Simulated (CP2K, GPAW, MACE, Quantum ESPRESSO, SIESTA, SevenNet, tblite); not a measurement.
**A faulty GPAW run on twisted graphene bilayer, 46.83° (76 atoms)**

Program: GPAW 26.7.0, a calculation on a cell of 76 C, with vacuum.

run.py

```python
import numpy as np
from ase.io import read
from gpaw import GPAW, FermiDirac

atoms = read("structure.xyz")
atoms.calc = GPAW(
    mode="lcao",
    basis="dzp",
    h=0.2,
    xc="PBE",
    kpts={"size": (1, 1, 1), "gamma": True},
    occupations=FermiDirac(0.05),
    maxiter=60,
    symmetry={"point_group": False},
    nbands=76,
    txt="gpaw.txt",
)
energy = atoms.get_potential_energy(force_consistent=True)
forces = atoms.get_forces()
print(f"energy {energy:.6f} eV")
print("forces (eV/A)")
for i, (a, f) in enumerate(zip(atoms, forces)):
    print(f"{i:4d} {a.symbol:2s} {f[0]:10.5f} {f[1]:10.5f} {f[2]:10.5f}")
print(f"Fermi level {atoms.calc.get_fermi_level():.4f} eV")
for k in range(len(atoms.calc.get_ibz_k_points())):
    for s in range(atoms.calc.get_number_of_spins()):
        e = atoms.calc.get_eigenvalues(kpt=k, spin=s)
        n = np.searchsorted(e, atoms.calc.get_fermi_level())
        print(f"k {k} spin {s} levels about the Fermi level:", np.round(e[max(n - 6, 0):n], 4).tolist(), "|", np.round(e[n:n + 6], 4).tolist())
```

structure.xyz

```xyz
76
Lattice="10.72290 0.00000 0.00000 -5.36145 9.28630 0.00000 0.00000 0.00000 17.43000" Properties=species:S:1:pos:R:3 pbc="T T T"
C -2.26082 7.17942 7.00198
C -1.42507 6.04260 7.02568
C 2.82827 0.30961 7.01540
C -1.71872 8.46437 7.03789
C 0.60799 1.31643 7.02690
C 1.39167 0.19771 6.99379
C 0.26271 3.74888 7.03056
C 1.16461 2.61725 7.00181
C 0.03871 6.18579 7.00599
C 0.86512 5.08351 7.01714
[... 62 atom lines left out ...]
C 8.21245 2.77735 10.39612
C 7.59755 4.10167 10.41983
C 6.48349 6.67276 10.42000
C 5.93727 7.97489 10.39316
```

On the command line:

```bash
$ OMP_NUM_THREADS=1 python run.py > output.txt
```

The log of the run:

```text
ValueError: Too few bands!  Electrons: 304.0, bands: 76
```

gpaw.txt:

```text
Input parameters:
  mode=LCAO(),
  basis={'default': 'dzp'},
  h=0.2,
  kpts=MonkhorstPack(size=(1, 1, 1), gamma=True),
  maxiter=60,
  nbands=76,
  occupations=Occupations(name='fermi-dirac', width=0.05, fixmagmom=False),
  symmetry=Symmetry(point_group=False),
  xc=XC(name='PBE')
timing:  # [seconds]
  Total: 0.144  # ━━━━━━━━━━━━━━━━━━━━━━━━━━━━━━━━━━━━━━━━━━━━━━━━━━━━━━━━━━━
  Init:  0.086  # ━━━━━━━━━━━━━━━━━━━━━━━━━━━━━━━━━━━
```

Wall time 1.8 s (1 thread of Arm Neoverse V1, shared host); peak memory 0.12 GiB.

Banners, paths, timers and routine set-up lines are dropped from the logs unmarked, and long logs keep their key lines alone; longer cuts are marked.

Q: Find the fault and mend it.

Too few bands: bands 76. Mend: ask for at least half as many bands as electrons, and some more for the smearing.

The program stopped at the start.

[Also dropped from logs without a mark: logging warnings of Python, and SIESTA's first energy breakdown and zero terms.]

[Logs are printed without paths, hosts, clocks, repeated set-up lines and the standing remarks that a program may print on its own settings, such as how far it seeks lower states.]

[Hosts, paths, dates, database ids (printed as entryN), source tags and the programs' standing remarks are cut or masked in the printed files.]
